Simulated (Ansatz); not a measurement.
**(KCl)2(NaI)1 [001] superlattice, started as rocksalt type: from the cell to its phonons**

Aim: the vibrations of (KCl)2(NaI)1 [001] superlattice, started as rocksalt type, their spectra, and whether the structure is stable.

Main program and level: Ansatz 0.2.0; DFT PBE, scalar-relativistic, plane waves, PAW.

Most raw output is cut from this account.

The structure was built from a prototype and need not be the compound's stable phase.

## (1) Starting point

It takes space group I4/mmm (No. 139, tetragonal). The conventional cell has a = 4.490 Å, b = 4.490 Å, c = 19.050 Å, α = 90.00°, β = 90.00°, γ = 90.00°. Nearest to Cl lie 5 K at 3.17 Å and 1 Na at 3.17 Å. I has 2 K at 3.17 to 3.18 Å and 4 Na at 3.17 Å nearest. K has 1 I at 3.17 Å and 5 Cl at 3.17 Å nearest. Nearest to Na lie 2 Cl at 3.17 to 3.18 Å and 4 I at 3.17 Å. Farther neighbours and most contacts between anions are not listed.

## (2) Bringing the structure to rest

The cell and atoms are relaxed, since residual forces and stress would shift the frequencies.

The input, input.yaml:

```yaml
crystal:
  lattice:
    - [3.175, 3.175, 0.0]
    - [-3.175, 3.175, 0.0]
    - [3.175, 0.0, 9.525]
  atoms:
    - { symbol: Cl, position: [0.5, 0.5, 0.0] }
    - { symbol: Cl, position: [0.833333, 0.166667, 0.333333] }
    - { symbol: I, position: [0.166667, 0.833333, 0.666667] }
    - { symbol: K, position: [0.0, 0.0, 0.0] }
    - { symbol: K, position: [0.333333, 0.666667, 0.333333] }
    - { symbol: Na, position: [0.666667, 0.333333, 0.666667] }
kpoints:
  mp_grid: { grid: [4, 4, 4] }
hamiltonian:
  xc: pbe
scf:
  occupations: { method: gaussian, width: 0.02 }
output:
  forces: true
  stress: true
  eigenvalues: true
relax:
  adjacent_minimum: "off"
  f_tol: 0.005
  max_steps: 80
  cell: { stress_tol: 0.05 }
```

Started as:

```
$ ansatz run input.yaml --threads 8 --pin off --max-ram 14336MiB --backend cpu --events-out ev --progress --plain --runs-dir out
```

Elapsed: 4.2 s, on 8 threads of Intel Xeon Platinum 8488C (Sapphire Rapids), shared host; peak memory 0.79 GiB; 27 s of CPU time.

The steps of the relaxation:

```csv
step,energy less that of the first step (eV),largest force component (eV/Å),pressure (GPa),volume (Å³)
1,0.0000,0.5477,1.10,192.04
2,-0.1113,0.1397,0.11,198.82
3,-0.1230,0.0289,0.10,199.71
4,-0.1243,0.0083,0.04,200.82
5,-0.1247,0.0015,-0.01,201.64
6*,-0.1250,0.0015,-0.01,201.64
```

Relaxation steps marked * repeat the geometry before them on a plane-wave basis chosen anew for their cell, so energy and pressure can jump there.

Forces are held to the 16 operations that the run works with; a distortion that breaks them can't arise in this run.

| conventional cell, symmetrised | before | after | change |
| --- | --- | --- | --- |
| a (Å) | 4.490 | 4.531 | +0.9 % |
| b (Å) | 4.490 | 4.531 | +0.9 % |
| c (Å) | 19.050 | 19.641 | +3.1 % |
| volume (Å³/atom) | 32.01 | 33.61 | +5.0 % |

The atoms that moved most (Å, as changes of fractional coordinates times the final cell):

| atom | dx | dy | dz | length |
| --- | --- | --- | --- | --- |
| K4 | 0.000 | 0.000 | 0.147 | 0.147 |
| K5 | 0.000 | 0.000 | -0.147 | 0.147 |
| Cl2 | 0.000 | 0.000 | 0.052 | 0.052 |
| Cl1 | 0.000 | 0.000 | -0.052 | 0.052 |

The relaxed structure:

```xyz
6
Lattice="3.2042 3.2042 0.0000 -3.2042 3.2042 0.0000 3.2042 0.0000 9.8204" Properties=species:S:1:pos:R:3 pbc="T T T"
Cl    0.0000    3.2042   -0.0521
Cl    3.2042    3.2042    3.3256
I     0.0000    3.2042    6.5469
K     0.0000    0.0000    0.1473
K     0.0000    3.2042    3.1262
Na    3.2042    3.2042    6.5469
```

A gap read on the k-mesh alone can miss the band edges.

Numbers from this step:

```yaml
pressure: -0.01188 GPa
gap_on_the_k_mesh: 4.053 eV
volume_per_atom: 33.61 Å³
direct_gap_on_mesh: 4.130 eV
```

In this step the volume went from 32.01 to 33.61 Å³/atom.

## (3) Tight relaxation

Phonons need a cell at rest on their own settings, so the relaxation is repeated with tight tolerances on forces and stress, using the mesh and the filling of the phonon run that follows.

The input, input.yaml:

```yaml
crystal:
  lattice:
    - [3.2041545411, 3.2041545411, 0.0]
    - [-3.2041545411, 3.2041545411, 0.0]
    - [3.2041545411, 0.0, 9.8203729272]
  atoms:
    - { symbol: Cl, position: [0.5026541722, 0.4973458278, -0.0053083444] }
    - { symbol: Cl, position: [0.8306791611, 0.1693208389, 0.3386416777] }
    - { symbol: I, position: [0.1666666667, 0.8333333333, 0.6666666667] }
    - { symbol: K, position: [-0.0074974797, 0.0074974797, 0.0149949595] }
    - { symbol: K, position: [0.3408308131, 0.6591691869, 0.3183383739] }
    - { symbol: Na, position: [0.6666666667, 0.3333333333, 0.6666666667] }
kpoints:
  mp_grid: { grid: [4, 4, 4] }
hamiltonian:
  xc: pbe
scf:
  occupations: { method: fixed }
output:
  forces: true
  stress: true
  eigenvalues: true
  write_density: true
  write_potential: true
  elf: true
  volumetric_format: npy
relax:
  adjacent_minimum: "off"
  f_tol: 0.001
  max_steps: 60
  cell: { stress_tol: 0.01 }
```

The job ended after 4.4 s (8 threads; peak memory 0.79 GiB).

Relaxation path:

```
step  energy less that of the first step (eV)  largest force component (eV/Å)  pressure (GPa)  volume (Å³)
   1                                   0.0000                          0.0015           -0.01       201.64
   2                                   0.0000                          0.0020           -0.01       201.57
   3                                  -0.0001                          0.0014            0.01       201.49
   4                                  -0.0001                          0.0012            0.00       201.56
   5                                  -0.0001                          0.0001            0.00       201.57
  6*                                  -0.0001                          0.0001            0.00       201.57
```

Relaxation steps marked * repeat the geometry before them on a plane-wave basis chosen anew for their cell, so energy and pressure can jump there.

Forces are held to the 16 operations that the run works with; a distortion that breaks them can't arise in this run.

```
conventional cell, symmetrised  before   after  change
                         a (Å)   4.531   4.526  -0.1 %
                         b (Å)   4.531   4.526  -0.1 %
                         c (Å)  19.641  19.676  +0.2 %
              volume (Å³/atom)   33.61   33.60  -0.0 %
```

The relaxed structure:

```xyz
6
Lattice="3.2007 3.2007 0.0000 -3.2007 3.2007 0.0000 3.2007 0.0000 9.8380" Properties=species:S:1:pos:R:3 pbc="T T T"
Cl    0.0000    3.2007   -0.0490
Cl    3.2007    3.2007    3.3284
I     0.0000    3.2007    6.5587
K     0.0000    0.0000    0.1476
K     0.0000    3.2007    3.1317
Na    3.2007    3.2007    6.5587
```

Numbers from this step:

- pressure: 9.28e-5 GPa
- gap on the k-mesh: 4.056 eV
- volume per atom: 33.60 Å³
- direct gap on mesh: 4.134 eV

Electrostatic potential energy in the ac plane of the conventional cell at fractional y = 0.000, with atoms of Cl and I and K and Na within 0.2 Å of it. With pseudopotentials it is smooth inside the atoms' cores, unlike the true potential.

Values in eV, 24 rows by 14 columns, each cell a mean:
```
-27 -19  -2   3   5   7   7   7   7   6   4   1  -9 -25
  4   5   6   6   7   7   8   8   7   7   7   6   5   4
  0   3   6   7   8   8   8   8   8   8   8   7   5   1
-40 -35 -13   4   7   7   7   7   7   7   6  -2 -26 -39
-30 -23  -5   5   7   7   7   7   7   7   7   2 -15 -28
  5   6   6   7   7   7   7   7   7   7   7   7   6   5
 -8  -4   1   4   6   6   7   7   7   6   5   3  -1  -6
-42 -37 -18  -1   4   6   7   7   6   5   2  -7 -29 -41
-26 -19  -6   2   5   6   7   7   7   6   4  -1 -13 -24
  4   4   5   6   7   7   7   8   7   7   7   6   5   4
 -5  -3   2   5   7   7   8   8   7   7   6   4  -1  -4
  2  -4 -14  -5   4   7   7   7   7   6   1 -11 -11   0
 -3  -8 -13  -2   5   7   7   7   7   6   2  -8 -12  -4
  0   1   4   6   7   7   8   8   8   7   7   5   3   0
  2   3   4   6   7   7   7   7   7   7   6   5   4   2
-34 -27 -11   1   5   6   7   7   7   6   3  -4 -20 -32
-38 -32 -14   0   4   6   7   7   6   5   3  -6 -24 -37
 -1   1   3   5   6   6   7   7   7   6   5   4   2   0
  3   4   6   7   7   7   7   7   7   7   7   7   5   3
-38 -32 -10   4   7   7   7   7   7   7   6  -1 -22 -36
-35 -28  -8   5   7   8   7   7   7   8   7   1 -19 -33
  4   5   7   7   8   8   8   8   8   8   8   7   6   5
  2   3   5   6   7   7   7   8   7   7   6   5   4   2
-36 -27  -5   2   5   7   7   7   7   6   4   0 -15 -33
```
Columns run along a (4.5 Å; values clipped at the 3rd and 97th percentile), rows up along c (19.7 Å), edges of the conventional cell, whose origin can differ from the input's. Atoms in or near the plane, at fractional coordinates: Cl at (0.00, 0.16), Cl at (0.00, 0.84), I at (0.00, 0.50), K at (0.00, 0.67), K at (0.00, 0.33), Na at (0.00, 0.00).

Valence density in the ac plane of the conventional cell at fractional y = 0.000, with atoms of Cl and I and K and Na within 0.2 Å of it. It is the smooth field of the valence electrons, not physical close to the nuclei.

Values in e/Å³, 24 rows by 14 columns, each cell a mean:
```
 7  3  0  0  0  0  0  0  0  0  0  0  1  5
 0  0  0  0  0  0  0  0  0  0  0  0  0  0
 1  0  0  0  0  0  0  0  0  0  0  0  0  0
 1  2  1  0  0  0  0  0  0  0  0  1  1  1
 1  1  1  0  0  0  0  0  0  0  0  0  1  1
 0  0  0  0  0  0  0  0  0  0  0  0  0  0
 1  0  0  0  0  0  0  0  0  0  0  0  0  1
 4  3  1  0  0  0  0  0  0  0  0  1  2  4
 2  2  1  0  0  0  0  0  0  0  0  0  1  2
 0  0  0  0  0  0  0  0  0  0  0  0  0  0
 1  0  0  0  0  0  0  0  0  0  0  0  0  1
11  6  1  1  0  0  0  0  0  0  0  1  3  9
 8  4  1  0  0  0  0  0  0  0  0  1  2  6
 0  0  0  0  0  0  0  0  0  0  0  0  0  0
 0  0  0  0  0  0  0  0  0  0  0  0  0  0
 3  2  1  0  0  0  0  0  0  0  0  0  2  3
 3  3  1  0  0  0  0  0  0  0  0  1  2  3
 0  0  0  0  0  0  0  0  0  0  0  0  0  0
 0  0  0  0  0  0  0  0  0  0  0  0  0  0
 1  1  1  0  0  0  0  0  0  0  0  1  1  1
 1  1  1  0  0  0  0  0  0  0  0  1  1  1
 0  0  0  0  0  0  0  0  0  0  0  0  0  0
 0  0  0  0  0  0  0  0  0  0  0  0  0  0
11  5  0  0  0  0  0  0  0  0  0  0  2  8
```
Columns run along a (4.5 Å), rows up along c (19.7 Å), edges of the conventional cell, whose origin can differ from the input's. Atoms in or near the plane, at fractional coordinates: Cl at (0.00, 0.16), Cl at (0.00, 0.84), I at (0.00, 0.50), K at (0.00, 0.67), K at (0.00, 0.33), Na at (0.00, 0.00).

ELF in the ac plane of the conventional cell at fractional y = 0.000, with atoms of Cl and I and K and Na within 0.2 Å of it. It is the smooth field of the valence electrons, not physical close to the nuclei.

Ten even steps from '_' (0.00) to '@' (0.86), each cell a mean:
```
++++::________________..==++
....____________________....
@@%%##++::________..==**%%%%
**%%@@@@##--____..++%%@@@@##
%%@@@@%%**::____..==%%@@@@%%
++====--..________..::--==++
**++--..______________::==**
%%@@@@**..__________--%%@@@@
@@@@##--____________..++%%@@
::::....______________..::::
%%%%%%##++::____..==##%%%%%%
====**%%%%++..__--##%%##++--
==++##%%%%++..__::##%%##**==
######**==..______--++######
--::..________________..::--
@@@@%%++____________::##@@@@
%%@@@@**..__________--%%@@@@
==--::________________..--==
##****++--________..==++**##
##@@@@@@##::____..++%%@@@@%%
##@@@@@@**::____..==%%@@@@%%
####**==..________..--++**##
..________________________..
++**--________________..++++
```
Columns run along a (4.5 Å), rows up along c (19.7 Å), edges of the conventional cell, whose origin can differ from the input's. Atoms in or near the plane, at fractional coordinates: Cl at (0.00, 0.16), Cl at (0.00, 0.84), I at (0.00, 0.50), K at (0.00, 0.67), K at (0.00, 0.33), Na at (0.00, 0.00).

The largest force component left is 0.10 meV/Å and the pressure is 0.000 GPa, within the tolerances set. The cell now holds 33.60 Å³/atom.

## (4) Linear response at the zone centre

The zone centre is the only wavevector solved here; it holds the modes that light can see, as far as symmetry allows. The response to a homogeneous field gives the Born charges and the dielectric tensor, and its change with displacement the Raman tensors.

The input, input.yaml:

```yaml
crystal:
  lattice:
    - [3.2007007327, 3.2007007327, 0.0]
    - [-3.2007007327, 3.2007007327, 0.0]
    - [3.2007007327, 0.0, 9.8380085086]
  atoms:
    - { symbol: Cl, position: [0.5024928553, 0.4975071447, -0.0049857106] }
    - { symbol: Cl, position: [0.830840478, 0.169159522, 0.3383190439] }
    - { symbol: I, position: [0.1666666667, 0.8333333333, 0.6666666667] }
    - { symbol: K, position: [-0.0075028515, 0.0075028515, 0.015005703] }
    - { symbol: K, position: [0.3408361848, 0.6591638152, 0.3183276304] }
    - { symbol: Na, position: [0.6666666667, 0.3333333333, 0.6666666667] }
kpoints:
  mp_grid: { grid: [4, 4, 4] }
hamiltonian:
  xc: pbe
scf:
  occupations: { method: fixed }
output:
  eigenvalues: true
phonons:
  method: dfpt
  dielectric: true
  rigid_motions: translations
  raman: true
```

Wall time 3.7 min (8 threads); peak memory 3.6 GiB.

This step gave:

- sum-rule residual before enforcement: 5.84e-4 eV/Å²
- miss of the charge sum rule: 0.007525 e
- estimated error of the dielectric tensor: 0.008088
- estimated error of the Born charges: 0.01970 e
- point group: 4/mmm
- highest optical mode at the zone centre (no LO-TO term): 135.5 cm⁻¹
- lowest optical zone-centre mode: -49.5 cm⁻¹
- mean high-frequency dielectric constant: 2.587
- largest Born charge (third of the trace): -1.195 e
- top of the zone-centre spectrum with the field: 190.1 cm⁻¹

Without the LO-TO term. Patterns of degenerate modes are one choice out of their space. Modes at Γ, with each element's share of the kinetic energy (negative means imaginary):

```csv
mode,frequency (cm⁻¹),symmetry,Cl %,I %,K %,Na %
1,-49.5,A2u,23,0,0,77
2,0.0,acoustic,24,42,26,8
3,0.0,acoustic,24,42,26,8
4,0.0,acoustic,24,42,26,8
5,36.4,Eu,19,45,31,4
6,36.4,Eu,19,45,31,4
7,51.8,Eg,43,0,57,0
8,51.8,Eg,43,0,57,0
9,93.6,A2u,27,56,9,8
10,111.1,A1g,87,0,13,0
11,121.1,Eu,55,1,42,2
12,121.1,Eu,55,1,42,2
13,123.4,Eg,57,0,43,0
14,123.4,Eg,57,0,43,0
15,128.3,Eu,2,11,0,86
16,128.3,Eu,2,11,0,86
17,134.3,A1g,13,0,87,0
18,135.5,A2u,27,2,65,7
```

Displacements in mode 1 (-49.5 cm⁻¹), the largest set to 1:
```
Cl1  0.00  0.00 -0.31
Cl2  0.00  0.00 -0.31
I3   0.00  0.00  0.00
K4   0.00  0.00 -0.01
K5   0.00  0.00 -0.01
Na6  0.00  0.00  1.00
```

Displacements in mode 7 (51.8 cm⁻¹), the largest set to 1:
```
Cl1 -0.92 -0.54  0.00
Cl2  0.92  0.54  0.00
I3   0.00  0.00  0.00
K4  -1.00 -0.58  0.00
K5   1.00  0.58  0.00
Na6  0.00  0.00  0.00
```

Optical modes at the zone centre, without and with the macroscopic field of the longitudinal modes; each column is sorted by frequency, so a row need not hold one and the same mode. Modes with and without the field, by row:

```
rank among optical modes  no field (cm⁻¹)  q along (1, 0, 0) (cm⁻¹)  q along (0, 0, 1) (cm⁻¹)
                       1            -49.5                     -49.5                      36.4
                       2             36.4                      36.4                      36.4
                       3             36.4                      37.1                      51.8
                       4             51.8                      51.8                      51.8
                       5             51.8                      51.8                      56.2
                       6             93.6                      93.6                      94.3
                       7            111.1                     111.1                     111.1
                       8            121.1                     121.1                     121.1
                       9            121.1                     123.4                     121.1
                      10            123.4                     123.4                     123.4
                      11            123.4                     124.5                     123.4
                      12            128.3                     128.3                     128.3
                      13            128.3                     134.3                     128.3
                      14            134.3                     135.5                     134.3
                      15            135.5                     190.1                     180.4
```

Born charge (rows field, columns displacement) (e), principal values of the symmetric part by kind of site:

```
atom  atoms with these values    low  middle   high   mean
 Cl1                        2  -1.25   -1.17  -1.17  -1.20
  I3                        1  -1.16   -1.16  -0.84  -1.05
  K4                        2   1.12    1.12   1.19   1.14
 Na6                        1   0.96    1.26   1.26   1.16
```

In full for Na6:

```
1.26 0.00 0.00
0.00 1.26 0.00
0.00 0.00 0.96
```

High-frequency dielectric tensor:

```
2.61 0.00 0.00
0.00 2.61 0.00
0.00 0.00 2.54
```

Transverse modes; imaginary modes are left out. Lines of the infrared spectrum (strongest = 100):

```csv
position (cm⁻¹),relative intensity
36,1.1
52,0.0
94,0.7
111,0.0
121,93
123,0.0
128,100
134,0.0
136,47
```

Activity x (w_L - w)^4 (n + 1)/w, 532 nm, 300 K; imaginary modes are left out; modes without the macroscopic field alone. Lines of the Raman spectrum (strongest = 100):

```
position (cm⁻¹)  relative intensity
             36                 0.0
             52                  43
             94                 0.0
            111                  10
            121                 0.0
            123                  24
            128                 0.0
            134                 100
            136                 0.0
```

Before it was imposed, the acoustic sum rule was missed by 5.8e-4 eV/Å² and the charge sum rule by 0.0075 e. Small misses are needed for a sound result but don't prove that mesh and cutoff are converged. The lowest optical mode is imaginary, 49.5i cm⁻¹, so the energy falls along it.

The log warns of the k mesh: “the force constants stand on the 4×4×4 k-mesh, whose period is 12.10 times the interband length at k = (0.0000, 0.0000, 0.0000), direct gap 4.134 eV, under 14: take them and everything formed from them as unconverged”.

## (5) Another isotope, element Cl, natural mass 35.45 amu

An isotope changes the mass and not the force constants, so no new electronic calculation is needed; the shifts show which modes move this element.

The same force constants with the mass of Cl changed from 35.450 to 36.966 u (phonopy, no LO-TO term). Both lists are sorted by frequency; levels can cross, so a row need not hold one and the same mode. Modes under 3 cm⁻¹ are left out. Isotope shifts, by row:

```csv
q,rank,natural mass (cm⁻¹),changed mass (cm⁻¹)
0 0 0,1,-49.5,-49.27
0 0 0,5,36.41,36.26
0 0 0,6,36.41,36.26
0 0 0,7,51.83,51.36
0 0 0,8,51.83,51.36
0 0 0,9,93.61,93.08
0 0 0,10,111.1,109
0 0 0,11,121.1,119.7
0 0 0,12,121.1,119.7
0 0 0,13,123.4,122
0 0 0,14,123.4,122
0 0 0,15,128.3,128.2
0 0 0,16,128.3,128.2
0 0 0,17,134.3,134
0 0 0,18,135.5,134.7
```

A mode of this element alone would shift by -2.07 %. The highest zone-centre frequency without the field goes from 135.5 to 134.7 cm⁻¹ (-0.5 %).

## (6) Another isotope, element K, natural mass 39.0983 amu

The same for K, from 39.10 to 40.96 u.

A mode of this element alone would shift by -2.30 %. The highest zone-centre frequency without the field goes from 135.5 to 133.5 cm⁻¹ (-1.5 %).

## (7) Results

```json
{"space group after relaxation (within 0.01 Å)": "I4/mmm", "volume per atom": "33.6 Å³", "gap on the k-mesh": "4.06 eV", "highest optical mode at the zone centre (no LO-TO term)": "135 cm⁻¹", "top of the zone-centre spectrum with the field": "190 cm⁻¹", "lowest optical zone-centre mode": "-49.5 cm⁻¹", "mean high-frequency dielectric constant": "2.59", "largest Born charge (third of the trace)": "-1.20 e", "imaginary modes at Γ (the only wavevector solved)": "yes"}
```

In words: A zone-centre mode is imaginary (49.5i cm⁻¹), so this structure is not a minimum of the energy. Without the field, the optical modes at Γ span -50 to 135 cm⁻¹ (negative means imaginary). The dispersion is not part of this account. The highest mode in this list at Γ, 135.5 cm⁻¹, has its largest share on K (65 % of the kinetic energy). With the macroscopic field of the longitudinal modes the top of the zone-centre spectrum lies at 190 cm⁻¹, against 135 cm⁻¹ without it. Among the real modes, the strongest infrared line is at 128 cm⁻¹. Averaged over orientations, the strongest Raman line at 532 nm and 300 K is at 134 cm⁻¹. With the field response the log warns that the k mesh is coarse for the force constants too, so the frequencies may not be converged. Spin-orbit coupling is left out, which can matter for the heavy elements here. The starting cell was built on a prototype and not taken from a measurement, so the phase need not exist. These are harmonic frequencies at zero temperature: anharmonic shifts, linewidths and thermal expansion are left out.

[Logs are printed without paths, hosts, clocks, repeated set-up lines and the standing remarks that a program may print on its own settings, such as how far it seeks lower states.]

[Hosts, paths, dates, database ids (printed as entryN), source tags and the programs' standing remarks are cut or masked in the printed files.]
